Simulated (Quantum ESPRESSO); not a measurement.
# Voltage at the next charge: Ru(0001), 4 layers, one monolayer of F on fcc sites against an electrode

How the rows were computed: Quantum ESPRESSO 7.5, PBE, GBRV ultrasoft; ESM with bc3, a metal electrode 4.87 Å above the top atoms; cell area 6.313 Å²; ions fixed. V is the potential energy of an electron at the electrode over the slab's Fermi level, divided by e, so that it equals the work function at zero charge; positive charge removes electrons.

| charge (e a cell) | V (V) |
| --- | --- |
| 0 | 7.573 |
| 0.0095 | 8.806 |
| 0.0189 | 10.029 |

**Question.** What is V at a charge of 0.0379 e, and what capacitance do the rows imply?

By hand: The last two rows give dV/dq = (10.029 − 8.806)/(0.0189 − 0.0095) = 130.1 V/e, so C = 1602/(6.313 × 130.1) = 1.95 µF/cm², an effective gap of 8.854/1.95 = 4.54 Å. At constant C, V = 10.029 + 130.1 × 0.019 = 12.50 V.

What the calculation gave: V = 12.509 V; the estimate misses by −0.01 V, 0.3 % of the step. Over the three intervals C goes 1.95, 1.95 and 1.94 µF/cm².

Caveats: Vacuum fills the gap; a dielectric or electrolyte would change C. The slab is thin.
